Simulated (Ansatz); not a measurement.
# Dielectric function and optical constants of AlRu

Aim: the dielectric function of AlRu, and the optical constants that follow from it.

Program: Ansatz 0.2.0. Level of theory: DFT, LDA, plane-wave PAW, default files, scalar-relativistic, independent-particle optical response without local fields. Results are calculated unless marked as measured.

**1. Set-up**

It takes space group Pm-3m (No. 221, cubic). The conventional cell has a = 2.992 Å, b = 2.992 Å, c = 2.992 Å, α = 90.00°, β = 90.00°, γ = 90.00°. Nearest to Ru lie 8 Al at 2.59 Å. Nearest to Al lie 8 Ru at 2.59 Å. Farther neighbours are not listed.

**2. Ground state and bands**

The self-consistent density comes first; it also tells whether there is a gap, which decides the occupations and the need for a Drude term.

This step: DFT, LDA, plane-wave PAW, default files, scalar-relativistic, ground state (Ansatz 0.2.0).

input.yaml reads:

```yaml
crystal:
  lattice:
    - [2.9916, 0.0, 0.0]
    - [0.0, 2.9916, 0.0]
    - [0.0, 0.0, 2.9916]
  atoms:
    - { symbol: Ru, position: [0.5, 0.5, 0.5] }
    - { symbol: Al, position: [0.0, 0.0, 0.0] }
kpoints:
  mp_grid: { grid: [8, 8, 8] }
  band_path:
    path:
      - [[0.0, 0.0, 0.0], [0.0, 0.5, 0.0], [0.5, 0.5, 0.0], [0.0, 0.0, 0.0], [0.5, 0.5, 0.5], [0.0, 0.5, 0.0]]
      - [[0.5, 0.5, 0.0], [0.5, 0.5, 0.5]]
    npoints: 8
scf:
  occupations: { method: fermi_dirac, width: 0.05 }
  n_extra_bands: 6
hamiltonian:
  xc: lda
  pseudopotentials: { kind: paw }
output:
  forces: true
  stress: true
  populations: true
  write_bands: true
```

On the command line:

```sh
$ ansatz run input.yaml --threads 4 --pin off --max-ram 8192MiB --backend cpu --events-out ev --progress --plain --runs-dir out
```

Numbers of over 12 decimals in the logs are rounded to 6 here.

What it wrote:

```text
scf.n_extra_bands = 6 over 10 filled bands (N_el = 19.0): the run solves 16 bands
Engine: ansatz 0.2.0, x86_64-unknown-linux-gnu
Pseudopotentials: kind: paw
Pseudopotential: Ru, paw, valence charge 16, recommended cutoff 420 eV (normal), Ru.paw.azcp
Pseudopotential: Al, paw, valence charge 3, recommended cutoff 420 eV (normal), Al.paw.azcp
Functional definition: SPW92
  exchange = slater_x
  correlation = pw_c
Crystal: 2 atoms, lattice volume = 26.774 Å³
Basis set: ecut = 420 eV, 485 PW (Γ)
Bands: 16, of which v1, the nominal top of the filled ones, is band 10 counted from 1 (9 counted from 0)
Symmetry: 48 space group operations
Space group: Pm-3m (ITA 221), of the structure as read, at distance tolerance 3.0e-5 Å
k-points: 35 of 512
Non-local potential: Ru, projectors of the file, l = 0: 3, l = 1: 2, l = 2: 2, l = 3: 1
Non-local potential: Al, projectors of the file, l = 0: 2, l = 1: 2, l = 2: 1
PAW form: soft (Blöchl's): semilocal exchange-correlation on the pseudo side does not see the compensation charge
PAW frozen core: Ru, regenerated for the run's functional, and the local potential with it (the file was generated under x = pbe(κ = 0.804, μ = 0.219515), c = pbe(β = 0.066725))
PAW frozen core: Al, regenerated for the run's functional, and the local potential with it (the file was generated under x = pbe(κ = 0.804, μ = 0.219515), c = pbe(β = 0.066725))
PAW one-centre angular grid: Ru, 590 points (default); XC on 64 Gauss nodes
PAW one-centre angular grid: Al, 110 points (default); XC on 64 Gauss nodes
Initial density: superposition of atomic densities (neutral atoms: chi_scale 0, normalization atom), corrected by the library's trained network
Initial wavefunctions: pseudopotential atomic-orbital guess
Functional: x = slater, c = lda
SCF iter   1: F=—  HF=-6272.408750 eV  |F-HF|=—  |Δ(HF+E_count)|=         —  Δρ=6.97e-3  dr2=1.28e-2  ethr=1.77e-3  ⟨swp⟩=5.3  Hψ=3109  notcnv=0  defer=9
preconditioner: auto → none  [metal: Δε(μ)=0.044 eV  Ē_g=10.917 eV  σ=0.050 eV  W_gap=0.22  n_scr=6 (ndim 8)  ℏωp=23.8 eV  f_vac=0.000  D(μ)=2.59/eV (n_scr^D=26)  sad-step TF]
SCF iter   2: F=—  HF=-6272.407291 eV  |F-HF|=—  |Δ(HF+E_count)|=   1.46e-3  Δρ=4.19e-3  dr2=5.47e-3  ethr=6.72e-5  ⟨swp⟩=1.7  Hψ=873  notcnv=0  defer=16
SCF iter   3: F=—  HF=-6272.406189 eV  |F-HF|=—  |Δ(HF+E_count)|=   1.10e-3  Δρ=4.94e-4  dr2=7.20e-5  ethr=2.88e-5  ⟨swp⟩=1.8  Hψ=652  notcnv=0  defer=16
SCF iter   4: F=—  HF=-6272.406176 eV  |F-HF|=—  |Δ(HF+E_count)|=   1.22e-5  Δρ=1.26e-4  dr2=2.44e-6  ethr=3.79e-7  ⟨swp⟩=2.1  Hψ=658  notcnv=0  defer=16
iter 5 did not close the SCF: its close was put off for the readings that it lacked (scf_convergence_deferred on its scf_iter line)
SCF iter   5: F=-6272.406176 eV  HF=-6272.406176 eV  |F-HF|=3.92e-9  |Δ(HF+E_count)|=   1.85e-7  Δρ=1.14e-5  dr2=9.33e-9  ethr=1.29e-8  ⟨swp⟩=2.4  Hψ=789  notcnv=0  defer=16
SCF iter   6: F=-6272.406176 eV  HF=-6272.406176 eV  |F-HF|=4.09e-11  |Δ(HF+E_count)|=  2.55e-10  Δρ=2.69e-6  dr2=3.39e-10  ethr=4.91e-11  ⟨swp⟩=5.2  Hψ=2106  notcnv=0
SCF 1 converged in 6 iterations: F = -6272.406176 eV  dr2 = 3.39e-10
  greatest PAW one-centre occupation: 1.000 electrons in one spin orbital (limit 2), on the Ru atom at site 0 (counted from 0), in its partial waves of l = 0
NSCF: frozen V_eff on 50 k-points
SCF converged after 6 iterations
Free energy (F): -6272.406176 eV
Harris-Foulkes:  -6272.406176 eV  (|F-HF|=4.09e-11)
Internal energy: -6272.386636 eV  (E = F + TS)
E sigma→0 (E₀):  -6272.396406 eV
Entropy (-TS):   -0.019540 eV (-9.770 meV/atom)
Fermi energy:    15.891004 eV
--- Per-component energies (eV) ---
  E_band       = -124.095620
  E_kinetic    = 543.362296
  E_local      = -1804.382873  (includes V_loc(G=0)·N_el)
  E_nonlocal   = 360.760359
  E_hartree    = 638.503148
  E_xc         = -230.630099
  E_vxc        = -270.477239  (∫ρ·V_xc dr)
  E_paw        = -3785.802870  (= ΣΔE_a)
  E_vpaw       = -230.364748  (= ΣTr[D̂ρ^β])
  E_aug_tail   = -0.000222  (compensation charges beyond the density's cutoff)
  E_ewald      = -1994.823776
  E_core_change = 0.627401  (= ΣΔE_core)
  E_smearing   = -0.019540  (= −TS)
  E_closure    = -0.000000  (closes the sum)
  Σ components = -6272.406176   (vs F -6272.406176, Δ=0.00e0)
--- Forces (eV/Å), atoms counted from 1 ---
  atom   1  Ru     0.00000000    -0.00000000     0.00000000
  atom   2  Al    -0.00000000     0.00000000     0.00000000
  max |Σ_I F_I| component: 2.43e-29 eV/Å
--- Stress (GPa, compression-positive) ---
       -7.778694      -0.000000       0.000000
        0.000000      -7.778694       0.000000
        0.000000      -0.000000      -7.778694
  P = ⅓ Tr σ = -7.7787 GPa (-77.787 kbar)
--- Band table (eV; the first three rows and the last of 35) ---
  k-point 0: bands = [... 6 lower, 12.2523, 16.0373, 16.0373, 16.0373, 21.8545, 21.8545, 21.8545, 26.8198, ... 2 higher]
  k-point 1: bands = [... 6 lower, 12.3547, 15.6868, 15.6868, 16.0738, 20.6314, 22.4299, 22.4299, 26.1873, ... 2 higher]
  k-point 2: bands = [... 6 lower, 12.6190, 15.0010, 15.0010, 16.1637, 18.9052, 23.7938, 23.7938, 24.8774, ... 2 higher]
  k-point 34: bands = [... 6 lower, 11.2254, 17.4532, 17.4532, 18.3077, 19.9456, 19.9456, 19.9456, 24.4130, ... 2 higher]
--- Löwdin populations: 2 sites ---
  site symbol       q [e]
     0     Ru     16.0267
     1     Al      2.8790
  spilling = 0.004965 (of n_electrons = 19.000000)
```

Elapsed: 1 s, on 4 threads of Intel Xeon at 2.70GHz, shared host; peak memory 0.31 GiB; 2.4 s of CPU time.

Reading the cycles: dr2 is the Hartree energy of the density residual (eV), the measure of convergence; HF is the Harris–Foulkes estimate of the energy, which meets the free energy F at convergence.

This step gave:

```
free energy         : -6272.4062 eV
Fermi energy        : 15.89 eV
electrons           : 19
symmetry operations : 48
pressure            : -7.779 GPa
volume              : 26.77 Å³
gap on the path     : 0 eV
```

There are states at the Fermi level within the smearing, so the occupations stay smeared and the carriers get a Drude term. The cell is left with a pressure of -7.8 GPa, as it stands unrelaxed at this level.

Electronic bands along the path, in eV, zero at the Fermi level; # counts the bands kept:

```csv
point,#2,#3,#4,#5,#6,#7,#8,#9
Γ,-3.64,-3.64,0.15,0.15,0.15,5.96,5.96,5.96
halfway,-3.54,-3.27,-0.89,-0.89,0.27,3.01,7.90,7.90
X,-5.53,-2.85,-1.65,-1.65,0.40,2.22,7.41,10.87
halfway,-4.72,-2.23,-1.65,-1.44,-0.49,2.07,7.29,7.29
M,-3.15,-1.40,-1.40,-1.21,-1.21,1.47,5.18,6.17
halfway,-3.48,-2.78,-1.71,-0.82,-0.56,3.44,5.28,9.41
Γ,-3.64,-3.64,0.15,0.15,0.15,5.96,5.96,5.96
halfway,-2.99,-2.99,-1.42,-1.34,-1.34,5.31,5.31,6.18
R,-4.67,-4.67,1.56,1.56,2.42,4.05,4.05,4.05
halfway,-3.94,-3.42,-1.50,-1.13,0.68,2.36,6.46,8.18
X,-5.53,-2.85,-1.65,-1.65,0.40,2.22,7.41,10.87
jump to M,-3.15,-1.40,-1.40,-1.21,-1.21,1.47,5.18,6.17
halfway,-3.74,-3.74,-1.44,1.51,1.84,1.84,4.40,5.07
R,-4.67,-4.67,1.56,1.56,2.42,4.05,4.05,4.05
```

The electronic bands as a text plot (rows in eV, shown from -8.0 to 8.0 only):

```
    7.7 |   * ******      *                          *****
    7.0 |  *        *          *                  **
    6.3 |**          *****      **   *****          *     *
    5.7 |*           *  ****   *********  *      *         *
    5.0 | *           **    ****        *****   * **      *****
    4.3 |                     *            *****             * **
    3.7 |  *                **                  **            * *
    3.0 |   *              *                 *  **             *
    2.3 |    ********     *                   **  ********    * *
    1.7 |            *****                    **  **      *******
    1.0 |                                  ***  *   *       *   *
    0.3 |**********             ***        **    *      ** *   *
   -0.3 | **       **       ****** ***            ** ***  *   *
   -1.0 |   **       **********      ***  *       ******
   -1.7 |     ****************          **          *   **   *
   -2.3 |          **      *                         ***  * *
   -3.0 |   *******   **    ***      *****           *  *****
   -3.7 |*****       *  *************     *       ***        *
   -4.3 |     *                            *******   *        ***
   -5.0 |      *   **                      ***  ****  **      ***
   -5.7 |       ******                    *         ****** ***
   -6.3 |      *      *****                               *
   -7.0 |     *            *            **
   -7.7 |    *              **        **
         Γ      X      M          Γ            R        X|M     R
```

**3. Spectrum**

With the density converged, the vertical transitions are summed over the zone.

This step: DFT, LDA, plane-wave PAW, default files, scalar-relativistic, independent-particle optical response without local fields (Ansatz 0.2.0).

input.yaml, the sections that differ from step 2:

```yaml
kpoints:
  mp_grid: { grid: [11, 11, 11] }
scf:
  occupations: { method: fermi_dirac, width: 0.05 }
output:
  optics:
    e_range: [0, 14]
    de: 0.05
    sigma: 0.1
    drude_damping: 0.05
    nscf_kmesh: { grid: [14, 14, 14] }
    bands: { spectra_wanted_up_to: 14 }
# crystal, hamiltonian: as in step 2
```

What it wrote:

```text
[...]
Crystal: 2 atoms, lattice volume = 26.774 Å³
Basis set: ecut = 420 eV, 485 PW (Γ)
Bands: 14, of which v1, the nominal top of the filled ones, is band 10 counted from 1 (9 counted from 0)
[... 1 set-up line as in the run before ...]
[...]
k-points: 56 of 1331
[...]
SCF iter   1: F=—  HF=-6272.438799 eV  |F-HF|=—  |Δ(HF+E_count)|=         —  Δρ=8.77e-3  dr2=1.98e-2  ethr=1.77e-3  ⟨swp⟩=5.1  Hψ=4351  notcnv=0
[...]
SCF iter   7: F=-6272.434556 eV  HF=-6272.434556 eV  |F-HF|=0.00e0  |Δ(HF+E_count)|=  6.82e-11  Δρ=1.98e-7  dr2=1.59e-12  ethr=1.00e-12  ⟨swp⟩=3.3  Hψ=2071  notcnv=0
SCF 1 converged in 7 iterations: F = -6272.434556 eV  dr2 = 1.59e-12
[...]
NSCF: frozen V_eff on 120 k-points
output.optics: what the bands over the 22 summed would add to eps1, eps2 and the energy-loss function is held between a lower and an upper bound (7 Lanczos steps). eps1, eps2 and their loss function (loss_summed_bands) are given on every row as the summed bands alone make them. Along an axis, on a row where the two bounds hold the loss function to about 1 % of the greater of itself and 0.5 % of |1/eps|, its cell (loss_completed) is given, with the completed eps1 and eps2 that it is formed of (a cell that is left empty reads nan in the table and null in the record). The two bounds hold it so along every axis on all 280 rows up to 14.000 eV. [rest of the remark cut]
SCF converged after 7 iterations
Free energy (F): -6272.434556 eV
[...]
Internal energy: -6272.420039 eV  (E = F + TS)
E sigma→0 (E₀):  -6272.427297 eV
Entropy (-TS):   -0.014517 eV (-7.258 meV/atom)
Fermi energy:    15.821688 eV
[...]
--- Band table (eV; the first three rows and the last of 56) ---
  k-point 0: bands = [... 6 lower, 12.2398, 16.0108, 16.0108, 16.0108, 21.8551, 21.8551, 21.8551, 26.8171]
  k-point 1: bands = [... 6 lower, 12.2948, 15.8152, 15.8152, 16.0305, 21.1247, 22.1696, 22.1696, 26.4660]
  k-point 2: bands = [... 6 lower, 12.4476, 15.3584, 15.3584, 16.0839, 19.7738, 22.9846, 22.9846, 25.6170]
  k-point 55: bands = [... 6 lower, 11.2894, 17.1247, 17.1247, 18.5504, 19.2181, 20.1909, 20.1909, 24.5228]
```

The job ended after 11 s (4 threads; peak memory 0.88 GiB).

Numbers from this step:

```
main peak of the optical conductivity above 1 eV, first axis : 9.081 eV
Drude plasma energy, first axis                              : 7.767 eV
bands summed                                                 : 22
spectra valid up to                                          : 20.78 eV
program's estimate of the k-sum error in Im epsilon          : 0.17 %
electrons in the f-sum                                       : 12.32
```

The Im ε, any direction has structure finer than the step of the table below, so its rows give means over 0.5 eV, whole bins alone (the curve runs from 0.3 to 14 eV). Peaks (eV: height): 2.80: 12.4, 3.75: 12.9, 6.60: 11.3, 9.05: 10.6.

Im ε, any direction against photon energy; means over each step:

| photon energy (eV) | Im ε, any direction |
| --- | --- |
| 1.0 | 5.66 |
| 1.5 | 2.24 |
| 2.0 | 4.03 |
| 2.5 | 9.48 |
| 3.0 | 11.8 |
| 3.5 | 11.5 |
| 4.0 | 11.4 |
| 4.5 | 7.07 |
| 5.0 | 4.18 |
| 5.5 | 3.29 |
| 6.0 | 4.47 |
| 6.5 | 9.45 |
| 7.0 | 7.33 |
| 7.5 | 6.92 |
| 8.0 | 9.18 |
| 8.5 | 10.3 |
| 9.0 | 10.3 |
| 9.5 | 7.76 |
| 10.0 | 6.22 |
| 10.5 | 6.10 |
| 11.0 | 3.90 |
| 11.5 | 3.18 |
| 12.0 | 2.68 |
| 12.5 | 2.03 |
| 13.0 | 1.72 |
| 13.5 | 1.95 |

Re ε, any direction against photon energy:

```
photon energy (eV)  Re ε, any direction
               0.5                 -247
               1.0                -53.5
               1.5                -15.6
               2.0               -0.661
               2.5                 5.14
               3.0                 2.48
               3.5                 2.38
               4.0                -1.40
               4.5                -2.27
               5.0               -0.299
               5.5                 2.73
               6.0                 5.04
               6.5                 6.08
               7.0                 1.49
               7.5                 3.37
               8.0                 2.69
               8.5                0.928
               9.0                -1.11
               9.5                -3.99
              10.0                -2.79
              10.5                -3.92
              11.0                -3.77
              11.5                -3.12
              12.0                -2.83
              12.5                -2.53
              13.0                -1.75
              13.5                -1.32
              14.0                -1.62
```

Values under 1 per cm are given as 1. Absorption coefficient, any direction against photon energy:

| photon energy (eV) | absorption coefficient, any direction (1/cm) |
| --- | --- |
| 0.500 | 8.0e5 |
| 1.000 | 7.4e5 |
| 1.500 | 6.0e5 |
| 2.000 | 3.1e5 |
| 2.500 | 4.3e5 |
| 3.000 | 6.6e5 |
| 3.500 | 7.5e5 |
| 4.000 | 1.0e6 |
| 4.500 | 1.0e6 |
| 5.000 | 7.5e5 |
| 5.500 | 4.7e5 |
| 6.000 | 5.5e5 |
| 6.500 | 1.1e6 |
| 7.000 | 1.2e6 |
| 7.500 | 1.1e6 |
| 8.000 | 1.5e6 |
| 8.500 | 1.9e6 |
| 9.000 | 2.2e6 |
| 9.500 | 2.4e6 |
| 10.000 | 2.2e6 |
| 10.500 | 2.6e6 |
| 11.000 | 2.4e6 |
| 11.500 | 2.3e6 |
| 12.000 | 2.2e6 |
| 12.500 | 2.1e6 |
| 13.000 | 1.9e6 |
| 13.500 | 1.9e6 |
| 14.000 | 2.0e6 |

The loss function −Im 1/ε at q → 0, any direction has structure finer than the step of the table below, so its rows give means over 0.5 eV, whole bins alone (the curve runs from 0.3 to 14 eV). Peaks (eV: height): 2.00: 0.252, 5.20: 0.275, 7.05: 0.139, 13.40: 0.354.

Table of loss function −Im 1/ε at q → 0, any direction by energy loss; means over each step:

energy loss (eV), loss function −Im 1/ε at q → 0, any direction and a bar:
```
      1.0      0.002 
      1.5      0.014 #
      2.0      0.169 ###############
      2.5      0.085 #######
      3.0      0.081 #######
      3.5      0.084 #######
      4.0      0.087 ########
      4.5      0.133 ############
      5.0      0.237 #####################
      5.5      0.187 ################
      6.0      0.096 ########
      6.5      0.076 #######
      7.0      0.130 ###########
      7.5      0.118 ##########
      8.0      0.097 ########
      8.5      0.096 ########
      9.0      0.094 ########
      9.5      0.105 #########
     10.0      0.133 ############
     10.5      0.115 ##########
     11.0      0.131 ###########
     11.5      0.159 ##############
     12.0      0.175 ###############
     12.5      0.198 #################
     13.0      0.284 #########################
     13.5      0.340 ##############################
```

Refractive index n and extinction k against photon energy:

```
photon energy (eV)      n      k
               0.5   1.23   15.8
               1.0  0.344   7.32
               1.5  0.250   3.96
               2.0   1.27   1.51
               2.5   2.83   1.70
               3.0   2.69   2.18
               3.5   2.62   2.12
               4.0   2.26   2.55
               4.5   1.59   2.19
               5.0   1.38   1.49
               5.5   1.86  0.850
               6.0   2.42  0.909
               6.5   3.01   1.72
               7.0   2.07   1.67
               7.5   2.32   1.42
               8.0   2.47   1.85
               8.5   2.40   2.19
               9.0   2.18   2.42
               9.5   1.50   2.50
              10.0   1.40   2.18
              10.5   1.35   2.40
              11.0  0.888   2.13
              11.5  0.802   1.94
              12.0  0.715   1.83
              12.5  0.584   1.69
              13.0  0.589   1.45
              13.5  0.729   1.36
              14.0  0.660   1.43
```

Optical constants at common wavelengths, from n + ik = √ε:

```
wavelength (nm)     n      k  R (%)     1/α
           1550  0.49  9.518   97.9   13 nm
           1064  0.28  6.011   97.0   14 nm
            800  0.27  3.681   92.8   17 nm
            633  1.10  1.653   38.6   30 nm
            532  2.58  1.435   30.6   29 nm
            365  2.60  2.121   40.4   14 nm
            308  2.22  2.552   47.4  9.6 nm
```

A polished face would reflect 30 % of daylight and look violet (CIE x = 0.294, y = 0.288 under D65).

**4. What came out**

* gap on the path: 0 eV
* main peak of the optical conductivity above 1 eV, first axis: 9.08 eV
* Drude plasma energy, first axis: 7.77 eV

**Reading.** At this level (LDA, independent particles) AlRu is a metal with a Drude plasma energy of 7.8 eV; it reflects 28 % at 550 nm. Along x the bare Drude plasma energy is 7.8 eV; Re ε first rises through zero at 2.03 eV, far lower, because interband transitions screen the carriers. Im ε is 4.1 there, so the loss peak at that energy is weak. A polished face would reflect 30 % of daylight and look violet (CIE x = 0.294, y = 0.288 under D65). In the base run ε includes the program's bounded estimate of what the bands above those summed add. The carriers' damping of 0.05 eV is typed, not computed; at 0.8 eV the carriers give 63 % of Im ε along the first axis; the rest comes from the sum over bands, which at low energy also holds close bands and the noise of the mesh. The Fermi-Dirac width of 0.05 eV acts as an electron temperature of 580 K in the carriers' term.

[Logs are printed without paths, hosts, clocks, repeated set-up lines and the standing remarks that a program may print on its own settings, such as how far it seeks lower states.]

[Hosts, paths, dates, database ids (printed as entryN), source tags and the programs' standing remarks are cut or masked in the printed files.]
